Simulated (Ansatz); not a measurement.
**What LiPtF3 (built on the sites of a database entry of KPdF3) distorts into**

Which phase does LiPtF3 (built on the sites of a database entry of KPdF3) fall into along its unstable mode, and how much energy does it gain?

Main program and level: Ansatz 0.2.0; DFT LDA, scalar-relativistic, plane waves, PAW.

The structure was built from a prototype and need not be the compound's stable phase.

## Step 1: The structure

It takes space group Pm-3m (No. 221, cubic). The conventional cell has a = 4.209 Å, b = 4.209 Å, c = 4.209 Å, α = 90.00°, β = 90.00°, γ = 90.00°. Nearest to Li lie 12 F at 2.98 Å. Pt has 6 F at 2.10 Å nearest. Nearest to F lie 2 Pt at 2.10 Å. Farther neighbours and most contacts between anions are not listed.

## Step 2: Phonons on a q mesh

The cell comes from relaxations at this level that are not shown. Stability and thermal properties need the whole zone. Linear response on a 4×4×4 q mesh gives force constants as far as a supercell of that size would.

File input.yaml:

```yaml
crystal:
  lattice:
    - [4.2088759491, 0.0, 0.0]
    - [0.0, 4.2088759491, 0.0]
    - [0.0, 0.0, 4.2088759491]
  atoms:
    - { symbol: Li, position: [0.5, 0.5, 0.5] }
    - { symbol: Pt, position: [0.0, 0.0, 0.0] }
    - { symbol: F, position: [0.0, 0.5, 0.0] }
    - { symbol: F, position: [0.0, 0.0, 0.5] }
    - { symbol: F, position: [0.5, 0.0, 0.0] }
kpoints:
  mp_grid: { grid: [8, 8, 8] }
hamiltonian:
  xc: lda
scf:
  occupations: { method: methfessel_paxton, width: 0.2 }
output:
  eigenvalues: true
phonons:
  method: dfpt
  qmesh: [4, 4, 4]
  temperatures: { t_max: 1000, t_step: 50 }
  qpath:
    path:
      - [[0.0, 0.0, 0.0], [0.0, 0.5, 0.0], [0.5, 0.5, 0.0], [0.0, 0.0, 0.0], [0.5, 0.5, 0.5], [0.0, 0.5, 0.0]]
      - [[0.5, 0.5, 0.5], [0.5, 0.5, 0.0]]
    npoints: 10
```

Command:

```bash
$ ansatz run input.yaml --threads 8 --pin off --max-ram 14336MiB --backend cpu --events-out ev --progress --plain --runs-dir out
```

Numbers of over 12 decimals in the logs are rounded to 6 here.

Output:

```text
Engine: ansatz 0.2.0, aarch64-unknown-linux-gnu
Pseudopotentials: kind: paw
Pseudopotential: Li, paw, valence charge 3, recommended cutoff 420 eV (normal), Li.paw.azcp
Pseudopotential: Pt, paw, valence charge 18, recommended cutoff 420 eV (normal), Pt.paw.azcp
Pseudopotential: F, paw, valence charge 7, recommended cutoff 420 eV (normal), F.paw.azcp
Functional definition: SPW92
  exchange = slater_x
  correlation = pw_c
Crystal: 5 atoms, lattice volume = 74.559 Å³
Basis set: ecut = 420 eV, 1419 PW (Γ), exchange–correlation on 60×60×60 points (8 copies of the dense FFT grid, shifted against one another)
Bands: 26, of which v1, the nominal top of the filled ones, is band 21 counted from 1 (20 counted from 0)
Symmetry: 48 space group operations
k-points: 35 of 512
Non-local potential: Li, projectors of the file, l = 0: 3, l = 1: 2, l = 2: 1
Non-local potential: Pt, projectors of the file, l = 0: 3, l = 1: 2, l = 2: 2, l = 3: 1
Non-local potential: F, projectors of the file, l = 0: 2, l = 1: 2, l = 2: 1
PAW form: soft (Blöchl's): semilocal exchange-correlation on the pseudo side does not see the compensation charge
PAW frozen core: Pt, regenerated for the run's functional, and the local potential with it (the file was generated under x = pbe(κ = 0.804, μ = 0.219515), c = pbe(β = 0.066725))
PAW frozen core: F, regenerated for the run's functional, and the local potential with it (the file was generated under x = pbe(κ = 0.804, μ = 0.219515), c = pbe(β = 0.066725))
PAW one-centre angular grid: Li, 110 points (default); XC on 64 Gauss nodes
PAW one-centre angular grid: Pt, 590 points (default); XC on 64 Gauss nodes
PAW one-centre angular grid: F, 110 points (default); XC on 64 Gauss nodes
Initial density: superposition of atomic densities (neutral atoms: chi_scale 0, normalization atom), corrected by the library's trained network
Initial wavefunctions: pseudopotential atomic-orbital guess
Functional: x = slater, c = lda
SCF iter   1: F=—  HF=-14825.586362 eV  |F-HF|=—  |Δ(HF+E_count)|=         —  Δρ=1.60e-2  dr2=1.33e-1  ethr=1.77e-3  ⟨swp⟩=5.1  Hψ=3408  notcnv=0
preconditioner: auto → none  [metal: Δε(μ)=0.050 eV  Ē_g=12.369 eV  σ=0.200 eV  W_gap=0.20  n_scr=18 (ndim 8)  ℏωp=24.3 eV  f_vac=0.284  D(μ)=0.78/eV (n_scr^D=0)  sad-step TF]
SCF iter   2: F=—  HF=-14825.549202 eV  |F-HF|=—  |Δ(HF+E_count)|=   3.72e-2  S|Δr|=    0.00e0  Δρ=3.99e-3  dr2=9.95e-3  ethr=3.17e-4  ⟨swp⟩=2.4  Hψ=1652  notcnv=0  defer=7
SCF iter   3: F=—  HF=-14825.547300 eV  |F-HF|=—  |Δ(HF+E_count)|=   1.90e-3  S|Δr|=    0.00e0  Δρ=2.49e-3  dr2=4.83e-3  ethr=2.37e-5  ⟨swp⟩=2.1  Hψ=1367  notcnv=0  defer=8
SCF iter   4: F=—  HF=-14825.546197 eV  |F-HF|=—  |Δ(HF+E_count)|=   1.10e-3  S|Δr|=    0.00e0  Δρ=1.06e-3  dr2=4.05e-4  ethr=1.15e-5  ⟨swp⟩=2.0  Hψ=1349  notcnv=0  defer=8
SCF iter   5: F=—  HF=-14825.546105 eV  |F-HF|=—  |Δ(HF+E_count)|=   9.20e-5  S|Δr|=    0.00e0  Δρ=1.96e-4  dr2=1.31e-5  ethr=9.65e-7  ⟨swp⟩=2.7  Hψ=1588  notcnv=0  defer=8
SCF iter   6: F=—  HF=-14825.546109 eV  |F-HF|=—  |Δ(HF+E_count)|=   3.75e-6  S|Δr|=    0.00e0  Δρ=1.61e-5  dr2=8.32e-8  ethr=3.12e-8  ⟨swp⟩=2.5  Hψ=1479  notcnv=0  defer=8
SCF iter   7: F=—  HF=-14825.546108 eV  |F-HF|=—  |Δ(HF+E_count)|=   1.25e-7  S|Δr|=    0.00e0  Δρ=1.18e-6  dr2=6.17e-10  ethr=1.98e-10  ⟨swp⟩=2.0  Hψ=1632  notcnv=0  defer=7
SCF iter   8: F=—  HF=-14825.546108 eV  |F-HF|=—  |Δ(HF+E_count)|=  5.78e-10  S|Δr|=    0.00e0  Δρ=1.64e-7  dr2=1.17e-11  ethr=1.47e-12  ⟨swp⟩=2.0  Hψ=1481  notcnv=0  defer=7
SCF iter   9: F=-14825.546108 eV  HF=-14825.546108 eV  |F-HF|=7.28e-12  |Δ(HF+E_count)|=  7.28e-12  S|Δr|=    0.00e0  Δρ=2.21e-8  dr2=1.98e-13  ethr=1.00e-12  ⟨swp⟩=6.3  Hψ=3486  notcnv=0
SCF 1 converged in 9 iterations: F = -14825.546108 eV  dr2 = 1.98e-13
  greatest PAW one-centre occupation: 1.000 electrons in one spin orbital (limit 2), on the Pt atom at site 1 (counted from 0), in its partial waves of l = 0
Initial density: read from a saved state, or passed on in memory by an earlier SCF of this step, an earlier step, the calling program or the single point that the run made first
iter 1 solved again at ethr=1.86e-7 eV; its pass at ethr=3.10e-3 eV (dr2=7.83e-5 eV) is discarded
SCF iter   1: F=—  HF=-14825.546115 eV  |F-HF|=—  |Δ(HF+E_count)|=         —  Δρ=6.54e-7  dr2=1.98e-10  ethr=1.86e-7  ⟨swp⟩=3.0  Hψ=5666  notcnv=0
eigensolver tolerance schedule: the retry pair's looser diagonalisation over-reported the residual by 395017.22 of it (diagonalisation noise at an unbounded share of the residual, at the tolerance the schedule requests for it); recorded, not acted on — ethr = c·dr2/N_el stays at c = 1.0e-1
preconditioner: auto → none  [metal: Δε(μ)=0.050 eV  Ē_g=12.517 eV  σ=0.200 eV  W_gap=0.21  n_scr=18 (ndim 8)  ℏωp=24.3 eV  f_vac=0.275  D(μ)=0.74/eV (n_scr^D=0)]
SCF iter   2: F=—  HF=-14825.546108 eV  |F-HF|=—  |Δ(HF+E_count)|=   6.76e-6  S|Δr|=    0.00e0  Δρ=6.92e-7  dr2=2.42e-10  ethr=1.00e-12  ⟨swp⟩=3.1  Hψ=2237  notcnv=0
SCF iter   3: F=—  HF=-14825.546108 eV  |F-HF|=—  |Δ(HF+E_count)|=  6.91e-11  S|Δr|=    0.00e0  Δρ=2.81e-7  dr2=3.91e-11  ethr=1.00e-12  ⟨swp⟩=1.9  Hψ=1233  notcnv=0
SCF iter   4: F=—  HF=-14825.546108 eV  |F-HF|=—  |Δ(HF+E_count)|=  1.09e-11  S|Δr|=    0.00e0  Δρ=1.99e-7  dr2=1.86e-11  ethr=1.00e-12  ⟨swp⟩=1.0  Hψ=910  notcnv=0
SCF iter   5: F=—  HF=-14825.546108 eV  |F-HF|=—  |Δ(HF+E_count)|=    0.00e0  S|Δr|=    0.00e0  Δρ=1.54e-7  dr2=1.11e-11  ethr=1.00e-12  ⟨swp⟩=2.0  Hψ=1502  notcnv=0
SCF iter   6: F=-14825.546108 eV  HF=-14825.546108 eV  |F-HF|=3.64e-12  |Δ(HF+E_count)|=  7.28e-12  S|Δr|=    0.00e0  Δρ=5.07e-8  dr2=1.17e-12  ethr=1.00e-12  ⟨swp⟩=2.0  Hψ=1787  notcnv=0
SCF 2 converged in 6 iterations: F = -14825.546108 eV  dr2 = 1.17e-12
phonons: the bands overlap, so this run is a metal and interpolates without the dipole-dipole term. If the crystal is really an insulator or semiconductor, its LO-TO splitting is missing
NSCF: frozen V_eff on 35 k-points
NSCF: frozen V_eff on 125 k-points
DFPT response loops at q = (0, 0, 0) (fractional): preconditioner auto → none (partly filled bands, converged f_vac=0.275); β = 0.50; Broyden in place of MSR1
NSCF: frozen V_eff on 400 k-points
DFPT response loops at q = (0, 0, 0.25) (fractional): mixed as the last ones told, above
NSCF: frozen V_eff on 250 k-points
DFPT response loops at q = (0, 0, -0.5) (fractional): mixed as the last ones told, above
NSCF: frozen V_eff on 640 k-points
DFPT response loops at q = (0, 0.25, 0.25) (fractional): mixed as the last ones told, above
NSCF: frozen V_eff on 400 k-points
DFPT response loops at q = (0, 0.25, -0.5) (fractional): mixed as the last ones told, above
NSCF: frozen V_eff on 250 k-points
DFPT response loops at q = (0, -0.5, -0.5) (fractional): mixed as the last ones told, above
NSCF: frozen V_eff on 1024 k-points
DFPT response loops at q = (0.25, 0.25, 0.25) (fractional): mixed as the last ones told, above
NSCF: frozen V_eff on 640 k-points
DFPT response loops at q = (0.25, 0.25, -0.5) (fractional): mixed as the last ones told, above
NSCF: frozen V_eff on 400 k-points
DFPT response loops at q = (0.25, -0.5, -0.5) (fractional): mixed as the last ones told, above
NSCF: frozen V_eff on 250 k-points
DFPT response loops at q = (-0.5, -0.5, -0.5) (fractional): mixed as the last ones told, above
SCF converged after 9 iterations
Stability not checked: this state was not tested for a lower state beside it, because cold or Methfessel-Paxton smearing, or corrected tetrahedra, fill the levels in a way that the test cannot read (fill_not_monotonic; see scf.lower_state_search)
Free energy (F): -14825.546108 eV
Harris-Foulkes:  -14825.546108 eV  (|F-HF|=7.28e-12)
Internal energy: -14825.547969 eV  (E = F + TS)
E sigma→0 (E₀):  -14825.546574 eV
Entropy (-TS):   0.001861 eV (0.372 meV/atom)
Fermi energy:    6.382456 eV
--- Per-component energies (eV) ---
  E_band       = -613.805985
  E_kinetic    = 1272.099590
  E_local      = -5277.141089  (includes V_loc(G=0)·N_el)
  E_nonlocal   = 405.061196
  E_hartree    = 2053.278229
  E_xc         = -500.831064
  E_vxc        = -614.060371  (∫ρ·V_xc dr)
  E_paw        = -9758.375330  (= ΣΔE_a)
  E_vpaw       = -506.327930  (= ΣTr[D̂ρ^β])
  E_aug_tail   = 0.006159  (compensation charges beyond the density's cutoff)
  E_ewald      = -3020.449283
  E_core_change = 0.803625  (= ΣΔE_core)
  E_smearing   = 0.001861  (= −TS)
  E_closure    = 0.000000  (closes the sum)
  Σ components = -14825.546108   (vs F -14825.546108, Δ=0.00e0)
--- Band table (eV; the first three rows and the last of 35) ---
  k-point 0: bands = [... 17 lower, 3.7755, 3.7755, 3.7755, 4.8811, 4.8811, 6.1481, 11.4932, 13.2093, ... 1 higher]
  k-point 1: bands = [... 17 lower, 3.7787, 3.9538, 3.9538, 4.8830, 5.2248, 6.4201, 11.4871, 12.6457, ... 1 higher]
  k-point 2: bands = [... 17 lower, 3.7866, 4.3439, 4.3439, 4.8874, 5.6857, 7.2690, 11.0356, 12.4420, ... 1 higher]
  k-point 34: bands = [... 17 lower, 5.4606, 5.4606, 5.4606, 8.4248, 8.4248, 10.6100, 11.9914, 11.9914, ... 1 higher]
--- Phonons (Γ-DFPT): 4 representative perturbations + reference (Σ response iterations 13) ---
  ASR residual: 1.809e-5 → 0.000e0 eV/Å²; symmetrization residual: 1.114e-6 eV/Å²
  ASR residual per site (eV/Å²): 6.81e-8 1.81e-5 1.69e-5 1.69e-5 1.69e-5
  Γ frequencies (cm⁻¹): -219.85 -219.85 -219.85 0.00 0.00 0.00 77.88 77.88 77.88 139.39 139.39 139.39 509.88 509.88 509.88
--- Phonons (arbitrary-q DFPT): 10 irreducible q on the 4×4×4 mesh ---
  q = [0.0000, 0.0000, 0.0000] (star 1, of the zone-centre solve; hermiticity 1.12e-7, symmetrization 7.46e-13): -219.85 -219.85 -219.85 -0.00 -0.00 0.00 77.88 77.88 77.88 139.39 139.39 139.39 509.88 509.88 509.88
  q = [0.0000, 0.0000, 0.2500] (star 6, 9 solved perturbations in 1560 linear systems a pass and spin channel, the states on 200 of 512 k-point pairs; hermiticity 1.68e-7, symmetrization 1.49e-13): -215.81 -215.81 -161.23 -32.96 -32.96 47.30 47.30 81.93 83.06 120.69 120.69 157.81 395.26 509.67 509.67
  q = [0.0000, 0.0000, -0.5000] (star 3, 9 solved perturbations in 975 linear systems a pass and spin channel, the states on 125 of 512 k-point pairs; hermiticity 2.22e-7, symmetrization 3.30e-13): -213.06 -213.06 -77.42 -77.42 -18.66 -18.66 18.55 82.71 90.08 98.24 98.24 202.36 232.45 509.30 509.30
  q = [0.0000, 0.2500, 0.2500] (star 12, 9 solved perturbations in 2460 linear systems a pass and spin channel, the states on 320 of 512 k-point pairs; hermiticity 1.43e-7, symmetrization 4.10e-14): -210.69 -204.33 -159.46 -61.11 -49.14 -45.76 47.95 71.07 86.78 99.85 158.49 163.83 350.61 424.26 509.49
  q = [0.0000, 0.2500, -0.5000] (star 12, 15 solved perturbations on 200 of 512 k-point pairs; hermiticity 2.04e-7, symmetrization 6.35e-13): -205.96 -199.66 -153.92 -103.61 -96.04 -67.16 46.87 65.67 76.98 112.22 169.02 206.05 211.40 401.06 509.14
  q = [0.0000, -0.5000, -0.5000] (star 3, 9 solved perturbations in 975 linear systems a pass and spin channel, the states on 125 of 512 k-point pairs; hermiticity 2.30e-7, symmetrization 3.39e-14): -196.73 -186.72 -186.72 -134.19 -114.91 -114.91 -46.99 58.96 123.62 123.62 175.41 212.42 212.42 282.65 508.76
  q = [0.2500, 0.2500, 0.2500] (star 8, 4 solved perturbations in 1376 linear systems a pass and spin channel, the states on 512 of 512 k-point pairs; hermiticity 1.17e-7, symmetrization 3.65e-13): -210.84 -210.84 -160.01 -72.76 -72.76 -65.25 21.17 79.91 79.91 148.07 148.07 166.28 350.53 350.53 447.06
  q = [0.2500, 0.2500, -0.5000] (star 12, 9 solved perturbations in 2460 linear systems a pass and spin channel, the states on 320 of 512 k-point pairs; hermiticity 1.47e-7, symmetrization 2.83e-13): -217.80 -194.71 -187.23 -117.21 -104.86 -76.99 71.14 87.13 109.20 116.59 164.86 201.43 202.76 343.78 437.45
  q = [0.2500, -0.5000, -0.5000] (star 6, 9 solved perturbations in 1560 linear systems a pass and spin channel, the states on 200 of 512 k-point pairs; hermiticity 1.70e-7, symmetrization 1.60e-13): -214.32 -208.76 -208.76 -134.43 -114.22 -114.22 92.46 99.89 126.46 126.46 160.79 199.57 199.57 234.77 417.97
  q = [-0.5000, -0.5000, -0.5000] (star 1, 4 solved perturbations in 350 linear systems a pass and spin channel, the states on 125 of 512 k-point pairs; hermiticity 1.12e-8, symmetrization 4.60e-13): -225.36 -225.36 -225.36 -134.68 -134.68 -134.68 140.51 140.51 140.51 163.83 163.83 179.39 179.39 179.39 365.70
  sum rule: each row above includes the acoustic sum rule's correction from the zone centre's row sums; it moved no ω² by more than (0.49 cm⁻¹)²
  mesh force constants: q→R imaginary residual 3.25e-19; ASR residual 1.809e-5 → 0.000e0 eV/Å²; symmetrization residual 1.066e-14 eV/Å²
  interpolated dispersion: 62 rows × 15 modes
  density of states and harmonic sums: on the 16×16×16 q-mesh, interpolated from the force constants of a 4×4×4 supercell (no non-analytic term)
  largest difference from the sums on the solved wave vectors: F 3.49e-2 eV, S 4.46e-5 and C_V 9.70e-6 eV/K
  zero-point energy: 0.112999 eV/cell   skipped modes (ω ≤ 0): 959, of them read as no rigid motion or as one in doubt: 956 (5.840e0 modes/cell left out, lowest -225.36 cm⁻¹)   left out of the sums: 3.89e-1 of the cell's modes: C_V's classical limit lies that fraction below 3 k_B per atom; for a crystal, a wire or a layer, F and S can be off by more, and a phonons.interpolated_qmesh denser along its periods is the remedy for the sampling
```

Wall time 11 min (8 threads of Arm Neoverse N1, shared host); peak memory 2.3 GiB.

Numbers from this step:

```
volume per atom                                         : 14.91 Å³
gap on the k-mesh                                       : 0 eV
sum-rule residual before enforcement                    : 1.81e-5 eV/Å²
lowest frequency on the path                            : -225.4 cm⁻¹
point group                                             : m-3m
highest frequency on the path or at a solved wavevector : 509.9 cm⁻¹
highest optical mode at the zone centre (no LO-TO term) : 509.9 cm⁻¹
lowest optical zone-centre mode                         : -219.8 cm⁻¹
lowest mode on the q mesh (acoustic modes at Γ apart)   : -225.4 cm⁻¹
```

Frequencies (cm⁻¹) solved at each irreducible wavevector; negative means imaginary. Frequencies by wavevector, by row:

```
q in reciprocal lattice units  star  mode 1  mode 2  mode 3  mode 4  mode 13  mode 14  mode 15
                        0 0 0     1  -219.8  -219.8  -219.8       0    509.9    509.9    509.9
                     0 0 0.25     6  -215.8  -215.8  -161.2     -33    395.3    509.7    509.7
                     0 0 -0.5     3  -213.1  -213.1   -77.4   -77.4    232.4    509.3    509.3
                  0 0.25 0.25    12  -210.7  -204.3  -159.5   -61.1    350.6    424.3    509.5
                  0 0.25 -0.5    12    -206  -199.7  -153.9  -103.6    211.4    401.1    509.1
                  0 -0.5 -0.5     3  -196.7  -186.7  -186.7  -134.2    212.4    282.6    508.8
               0.25 0.25 0.25     8  -210.8  -210.8    -160   -72.8    350.5    350.5    447.1
               0.25 0.25 -0.5    12  -217.8  -194.7  -187.2  -117.2    202.8    343.8    437.4
               0.25 -0.5 -0.5     6  -214.3  -208.8  -208.8  -134.4    199.6    234.8      418
               -0.5 -0.5 -0.5     1  -225.4  -225.4  -225.4  -134.7    179.4    179.4    365.7
```

Interpolated from a 4×4×4 q mesh. Phonon branches along the path, in cm⁻¹:

```
    point  branch 1  branch 2  branch 3  branch 4  branch 12  branch 13  branch 14  branch 15
        Γ      -220      -220      -220         0        139        510        510        510
  halfway      -216      -216      -161       -33        158        395        510        510
        X      -213      -213       -77       -77        202        232        509        509
  halfway      -206      -200      -154      -104        206        211        401        509
        M      -197      -187      -187      -134        212        212        283        509
  halfway      -211      -204      -160       -61        164        351        424        510
        Γ      -220      -220      -220         0        139        510        510        510
  halfway      -211      -211      -160       -73        166        350        350        447
        R      -225      -225      -225      -135        179        179        179        366
  halfway      -218      -195      -187      -117        201        203        344        438
        X      -213      -213       -77       -77        202        232        509        509
jump to R      -225      -225      -225      -135        179        179        179        366
  halfway      -214      -209      -209      -134        200        200        235        418
        M      -197      -187      -187      -134        212        212        283        509
```

Symmetry leaves 10 wavevectors to solve. The lowest mode among them, the acoustic zeros apart, lies at q = (-0.5, -0.5, -0.5) and is imaginary, 225.4i cm⁻¹, so the energy falls along it.

## Step 3: The mode frozen in, largest atomic shift 0 Å

The mode followed lies at q = (-0.5, -0.5, -0.5) with frequency 225.4i cm⁻¹ and is 3-fold degenerate, the softest among the wavevectors solved. At small amplitude the distorted cell has space group no. 166 by a symmetry search on the positions. The undistorted cell that holds it gives the zero of energy on the same k mesh.

System of this step: LiPtF3 (built on the sites of a database entry of KPdF3). The structure is cubic, space group Pm-3m (No. 221). The conventional cell has a = 4.209 Å, b = 4.209 Å, c = 4.209 Å, α = 90.00°, β = 90.00°, γ = 90.00°. Nearest to Li lie 12 F at 2.98 Å. Pt has 6 F at 2.10 Å nearest. Nearest to F lie 2 Pt at 2.10 Å. Farther neighbours and most contacts between anions are not listed.

File input.yaml:

```yaml
crystal:
  lattice:
    - [4.2088759491, 4.2088759491, 0.0]
    - [4.2088759491, 0.0, 4.2088759491]
    - [4.2088759491, 0.0, -4.2088759491]
  atoms:
    - { symbol: Li, position: [0.5, 0.25, 0.75] }
    - { symbol: Li, position: [0.5, 0.75, 0.25] }
    - { symbol: Pt, position: [0.0, 0.0, 0.0] }
    - { symbol: Pt, position: [0.0, 0.5, 0.5] }
    - { symbol: F, position: [0.5, 0.75, 0.75] }
    - { symbol: F, position: [0.5, 0.25, 0.25] }
    - { symbol: F, position: [0.0, 0.25, 0.75] }
    - { symbol: F, position: [0.0, 0.75, 0.25] }
    - { symbol: F, position: [0.0, 0.25, 0.25] }
    - { symbol: F, position: [0.0, 0.75, 0.75] }
kpoints:
  mp_grid: { grid: [8, 8, 8] }
hamiltonian:
  xc: lda
scf:
  occupations: { method: methfessel_paxton, width: 0.2 }
output:
  forces: true
  stress: true
  eigenvalues: true
```

Output:

```text
[...]
Crystal: 10 atoms, lattice volume = 149.117 Å³
Basis set: ecut = 420 eV, 2891 PW (Γ)
Bands: 52, of which v1, the nominal top of the filled ones, is band 42 counted from 1 (41 counted from 0)
Symmetry: 96 space group operations
[...]
k-points: 29 of 512
[...]
k-point 0: bands = [... 38 lower, 4.8740, 5.4549, 5.4549, 5.4549, 6.1469, 8.4202, 8.4202, 10.6102, ... 6 higher]
  k-point 1: bands = [... 38 lower, 5.0336, 5.3952, 5.4048, 5.4048, 6.3313, 8.2795, 8.2795, 10.6099, ... 6 higher]
  k-point 2: bands = [... 38 lower, 5.2591, 5.2591, 5.4603, 5.4603, 6.8334, 7.8928, 7.8928, 10.1639, ... 6 higher]
  k-point 28: bands = [... 38 lower, 5.1206, 5.1206, 5.3374, 5.3374, 7.2701, 7.2701, 9.5997, 9.5997, ... 6 higher]
[key lines of the parts left out:]
SCF converged after 6 iterations
Free energy (F): -29651.054648 eV
Fermi energy:    6.386945 eV
P = ⅓ Tr σ = 0.0195 GPa (0.195 kbar)
```

Run time: 2.8 s. Hardware: 8 threads; peak memory 0.68 GiB; 20 s of CPU time.

This step gave:

* pressure: 0.01953 GPa
* energy from the undistorted cell: 0 meV/atom

The run ends at a pressure of 0.02 GPa.

[end of part 1 of 2]

[Logs are printed without paths, hosts, clocks, repeated set-up lines and the standing remarks that a program may print on its own settings, such as how far it seeks lower states.]

[Hosts, paths, dates, database ids (printed as entryN), source tags and the programs' standing remarks are cut or masked in the printed files.]
